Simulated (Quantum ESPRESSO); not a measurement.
# Nb (Im-3m): pw.x, ph.x and EPW

The plan: phonons and Wannier functions of Nb (Im-3m), and, if the interpolated phonons are stable, its coupling and resistivity.

Program: Quantum ESPRESSO 7.5. Level of theory: DFT PBEsol, scalar-relativistic, plane waves, PseudoDojo 0.4.1 norm-conserving pseudopotentials. Values are calculated unless marked as measured.

This is a report of a sequence of runs, with the program logs left out and the cost of each run kept.

The database entry behind the starting cell differs from other determinations of this structure, so it need not match the best structure at room temperature.

### 1. Set-up

Symmetry: Im-3m, No. 229, cubic system. The conventional cell has a = 3.328 Å, b = 3.328 Å, c = 3.328 Å, α = 90.00°, β = 90.00°, γ = 90.00°. Nb has 8 Nb at 2.88 Å nearest.

### 2. Relaxation

The cell is relaxed under the functional used for all that follows.

relax.in

```
 &control
    calculation='vc-relax',
    prefix='x',
    outdir='./tmp',
    pseudo_dir='./pseudo',
    tprnfor=.true.,
    tstress=.true.,
    etot_conv_thr=1.0d-05,
    forc_conv_thr=4.0d-04,
 /
 &system
    ibrav=0,
    nat=1,
    ntyp=1,
    ecutwfc=82.0,
    occupations='smearing',
    smearing='mv',
    degauss=0.02,
 /
 &electrons
    conv_thr=1.0d-11,
 /
 &ions
 /
 &cell
    press_conv_thr=0.4,
 /
ATOMIC_SPECIES
 Nb     92.9064  Nb.upf
CELL_PARAMETERS angstrom
    -1.663950000    1.663950000    1.663950000
     1.663950000   -1.663950000    1.663950000
     1.663950000    1.663950000   -1.663950000
ATOMIC_POSITIONS crystal
 Nb     0.000000000   0.000000000   0.000000000
K_POINTS automatic
 12 12 12 0 0 0
```

On the command line:

```bash
> OMP_NUM_THREADS=1 mpirun -n 8 pw.x -nk 8 -in relax.in > relax.out
```

Wall time 8.8 s (8 MPI ranks of Arm Neoverse V2, shared host); 63 s of CPU time.

This step gave:

```yaml
free_energy: -1693.9584 eV
pressure: -0.04100 GPa
volume_per_atom: 17.54 Å³/atom
n_steps: 5
```

The volume ends at 17.54 Å³ an atom, -4.8 % from the start.

### 3. Ground state

Linear response needs a tightly converged ground state.

scf.in

```
 &control
    calculation='scf',
    prefix='x',
    outdir='./tmp',
    pseudo_dir='./pseudo',
    tprnfor=.true.,
    tstress=.true.,
 /
 &system
    ibrav=0,
    nat=1,
    ntyp=1,
    ecutwfc=82.0,
    occupations='smearing',
    smearing='mv',
    degauss=0.02,
 /
 &electrons
    conv_thr=1.0d-12,
 /
ATOMIC_SPECIES
 Nb     92.9064  Nb.upf
CELL_PARAMETERS angstrom
    -1.636629800    1.636629800    1.636629800
     1.636629800   -1.636629800    1.636629800
     1.636629800    1.636629800   -1.636629800
ATOMIC_POSITIONS crystal
 Nb     0.000000000   0.000000000   0.000000000
K_POINTS automatic
 12 12 12 0 0 0
```

On the command line:

```bash
> OMP_NUM_THREADS=1 mpirun -n 8 pw.x -nk 8 -in scf.in > scf.out
```

It took 2.7 s on 8 MPI ranks; 18 s of CPU time.

This step gave:

* Fermi energy: 18.38 eV
* pressure: -0.042 GPa

The Fermi level lies at 18.38 eV and the pressure is -0.042 GPa.

### 4. Phonons on the coarse mesh

ph.x gives the dynamical matrices and the changes of the potential on a coarse q mesh, which EPW interpolates.

ph.in

```
phonons
 &inputph
    prefix='x',
    outdir='./tmp',
    tr2_ph=1.0d-14,
    fildyn='x.dyn',
    fildvscf='dvscf',
    ldisp=.true.,
    nq1=4,
    nq2=4,
    nq3=4,
    alpha_mix(1)=0.5,
    amass(1)=92.9064,
 /
```

On the command line:

```bash
> OMP_NUM_THREADS=1 mpirun -n 8 ph.x -nk 8 -in ph.in > ph.out
```

Run time: 7 min. Hardware: 8 MPI ranks.

Numbers from this step:

```
lowest frequency off the zone centre                                            : 69.43 cm⁻¹
largest magnitude of the acoustic modes at the zone centre, before the sum rule : 5.170 cm⁻¹
```

Frequencies at the irreducible wavevectors:

| q1 | q2 | q3 | star | mode 1 (cm⁻¹) | mode 2 (cm⁻¹) | mode 3 (cm⁻¹) |
| --- | --- | --- | --- | --- | --- | --- |
| 0 | 0 | 0 | 1 | -5.2 | -5.2 | -5.2 |
| 0 | 0 | 0.25 | 12 | 69.4 | 94.9 | 139.6 |
| 0 | 0 | -0.5 | 6 | 136.5 | 169.1 | 181.9 |
| 0 | 0.25 | 0.25 | 24 | 121.9 | 122.5 | 199.5 |
| 0.25 | 0.25 | 0.25 | 2 | 172.4 | 172.4 | 172.4 |
| 0.25 | 0.25 | -0.25 | 6 | 110.3 | 110.3 | 202.2 |
| 0.25 | -0.5 | -0.5 | 12 | 126.1 | 187.4 | 194.3 |
| -0.5 | -0.5 | -0.5 | 1 | 216.6 | 216.6 | 216.6 |

The lowest mode off the zone centre lies at 69.4 cm⁻¹ and the highest of all solved modes at 217 cm⁻¹, so the solved wavevectors are stable. The acoustic modes at the centre lie within 5.2 cm⁻¹ of zero before the sum rule is imposed.

### 5. Bands for the check

Bands on a path, off the coarse mesh, serve later as the test of the Wannier interpolation.

bands.in

```
 &control
    calculation='bands',
    prefix='x',
    outdir='./tmp',
    pseudo_dir='./pseudo',
    verbosity='high',
 /
 &system
    ibrav=0,
    nat=1,
    ntyp=1,
    ecutwfc=82.0,
    occupations='smearing',
    smearing='mv',
    degauss=0.02,
    nbnd=29,
 /
 &electrons
    conv_thr=1.0d-10,
 /
ATOMIC_SPECIES
 Nb     92.9064  Nb.upf
CELL_PARAMETERS angstrom
    -1.636629800    1.636629800    1.636629800
     1.636629800   -1.636629800    1.636629800
     1.636629800    1.636629800   -1.636629800
ATOMIC_POSITIONS crystal
 Nb     0.000000000   0.000000000   0.000000000
K_POINTS crystal
70
 0.00000000 0.00000000 0.00000000 0.01428571
 0.02941176 -0.02941176 0.02941176 0.01428571
 0.05882353 -0.05882353 0.05882353 0.01428571
 0.08823529 -0.08823529 0.08823529 0.01428571
[the list of k-points goes on]
```

On the command line:

```bash
> OMP_NUM_THREADS=1 mpirun -n 8 pw.x -nk 8 -in bands.in > bands.out
```

The job ended after 4.1 s (8 MPI ranks).

### 6. States on the coarse mesh

Wannier functions need the states on a full uniform k mesh that is a multiple of the q mesh.

nscf.in

```
 &control
    calculation='nscf',
    prefix='x',
    outdir='./tmp',
    pseudo_dir='./pseudo',
    verbosity='high',
 /
 &system
    ibrav=0,
    nat=1,
    ntyp=1,
    ecutwfc=82.0,
    occupations='smearing',
    smearing='mv',
    degauss=0.02,
    nbnd=29,
 /
 &electrons
    conv_thr=1.0d-11,
 /
ATOMIC_SPECIES
 Nb     92.9064  Nb.upf
CELL_PARAMETERS angstrom
    -1.636629800    1.636629800    1.636629800
     1.636629800   -1.636629800    1.636629800
     1.636629800    1.636629800   -1.636629800
ATOMIC_POSITIONS crystal
 Nb     0.000000000   0.000000000   0.000000000
K_POINTS crystal
512
 0.00000000 0.00000000 0.00000000 0.00195312
 0.00000000 0.00000000 0.12500000 0.00195312
 0.00000000 0.00000000 0.25000000 0.00195312
 0.00000000 0.00000000 0.37500000 0.00195312
[the list of k-points goes on]
```

On the command line:

```bash
> OMP_NUM_THREADS=1 mpirun -n 8 pw.x -nk 8 -in nscf.in > nscf.out
```

It took 29 s on 8 MPI ranks.

Numbers from this step:

```
Fermi energy : 18.30 eV
```

### 7. Wannier functions and couplings

Projections Nb s, p, d start 9 Wannier functions; states up to 2.5 eV over the Fermi level are frozen, and the projected functions are kept without minimising their spreads. Hamiltonian, force constants and couplings go to real space.

epw1.in

```
--
 &inputepw
    prefix='x',
    outdir='./tmp',
    dvscf_dir='./save',
    elph=.true.,
    etf_mem=1,
    nbndsub=9,
    bands_skipped='exclude_bands = 1-4',
    use_ws=.true.,
    vme='wannier',
    asr_typ='crystal',
    nk1=8,
    nk2=8,
    nk3=8,
    nq1=4,
    nq2=4,
    nq3=4,
    amass(1)=92.9064,
    epwwrite=.true.,
    epwread=.false.,
    wannierize=.true.,
    num_iter=0,
    dis_win_max=58.38,
    dis_froz_max=20.878,
    proj(1)='Nb:s;p;d',
    wdata(1)='dis_num_iter = 600',
    wdata(2)='guiding_centres = .true.',
    wdata(3)='num_print_cycles = 50',
    wdata(4)='dis_mix_ratio = 0.7',
    band_plot=.true.,
    filkf='path.dat',
    filqf='path.dat',
    fsthick=100.0,
    efermi_read=.true.,
    fermi_energy=18.3784,
 /
```

On the command line:

```bash
> OMP_NUM_THREADS=1 mpirun -n 8 epw.x -nk 8 -in epw1.in > epw1.out
```

It took 4.4 min on 8 MPI ranks.

Numbers from this step:

```yaml
r_m_s_error_of_the_interpolated_bands_from_2_ev_under_to_1_ev_over_the_fermi_level: 7 meV
largest_error_in_that_range: 33.5 meV
lowest_interpolated_frequency_on_the_path: -37.7 cm⁻¹
```

Electronic bands along the path, in eV, zero at the Fermi level; # counts the bands kept:

| point | #1 | #2 | #3 | #4 | #5 | #6 |
| --- | --- | --- | --- | --- | --- | --- |
| Γ | -5.95 | 0.39 | 0.39 | 0.39 | 3.38 | 3.38 |
| 0.47 of the way | -2.66 | -0.84 | 0.86 | 0.86 | 2.39 | 4.85 |
| H | -3.87 | -3.87 | 5.86 | 5.86 | 5.86 | 9.34 |
| halfway | -2.84 | -1.83 | 0.87 | 1.82 | 6.25 | 8.31 |
| N | -3.81 | -1.72 | 2.46 | 3.44 | 4.14 | 6.67 |
| halfway | -3.99 | -0.80 | -0.08 | 2.80 | 2.86 | 3.54 |
| Γ | -5.95 | 0.39 | 0.39 | 0.39 | 3.38 | 3.38 |
| halfway | -2.95 | -1.14 | -1.14 | 3.44 | 3.44 | 4.85 |
| P | -1.08 | -1.08 | -1.08 | 4.29 | 4.29 | 9.74 |
| halfway | -1.62 | -1.62 | -1.30 | 3.97 | 3.97 | 10.81 |
| H | -3.87 | -3.87 | 5.86 | 5.86 | 5.86 | 9.34 |

The same for Wannier interpolation:

| point | #1 | #2 | #3 | #4 | #5 | #6 |
| --- | --- | --- | --- | --- | --- | --- |
| Γ | -5.95 | 0.39 | 0.39 | 0.39 | 3.78 | 3.78 |
| H | -3.87 | -3.87 | 5.86 | 5.86 | 5.86 | 11.96 |
| N | -3.81 | -1.72 | 2.46 | 3.56 | 4.42 | 6.67 |
| Γ | -5.95 | 0.39 | 0.39 | 0.39 | 3.78 | 3.78 |
| P | -1.08 | -1.08 | -1.08 | 4.29 | 4.29 | 9.75 |
| H | -3.87 | -3.87 | 5.86 | 5.86 | 5.86 | 11.96 |

Phonon branches along the path, in cm⁻¹:

| point | branch 1 | branch 2 | branch 3 |
| --- | --- | --- | --- |
| Γ | 0 | 0 | 0 |
| 0.47 of the way | 96 | 96 | 204 |
| H | 217 | 217 | 217 |
| halfway | 126 | 187 | 194 |
| N | 137 | 169 | 182 |
| halfway | 70 | 95 | 140 |
| Γ | 0 | 0 | 0 |
| halfway | 77 | 77 | 179 |
| P | 172 | 172 | 172 |
| halfway | 118 | 179 | 179 |
| H | 217 | 217 | 217 |

Near the Fermi level the interpolated bands miss those of pw.x by 7 meV r.m.s. and 34 meV at most, small against the features of the Fermi surface. The interpolated phonons go imaginary on the path, to 37.7i cm⁻¹.

### 8. Results

```
lowest solved frequency off the zone centre : 69.4 cm⁻¹
lowest interpolated frequency on the path   : -37.7 cm⁻¹
band error of the Wannier functions         : 7 meV r.m.s.
```

**Reading.** Step 7: Of the bands kept, 2 cross the Fermi level on this path. Step 7: The highest branch reaches 217 cm⁻¹ on this path, at H. Step 7: A branch goes imaginary (drawn negative), down to -37.7 cm⁻¹ between Γ and H, between computed points or near Γ, where interpolation can make such dips. Off the zone centre all modes solved on the 4×4×4 mesh are real, but the Fourier interpolation between them turns a branch imaginary, down to 37.7i cm⁻¹. Force constants of long range, as near Kohn anomalies, are cut off by so coarse a mesh; a finer q mesh is needed before couplings can be summed, so the chain stops without λ or ρ.

[Long decimals in the printed logs are rounded to 6 places.]

[The logs of pw.x and epw.x are selected lines.]

[Logs are printed without paths, hosts, clocks, repeated set-up lines and the standing remarks that a program may print on its own settings, such as how far it seeks lower states.]

[Hosts, paths, dates, database ids (printed as entryN), source tags and the programs' standing remarks are cut or masked in the printed files.]

[Where an α²F curve comes without its own λ, its integral differs from the program's λ by over 10 % or holds noise near zero frequency.]
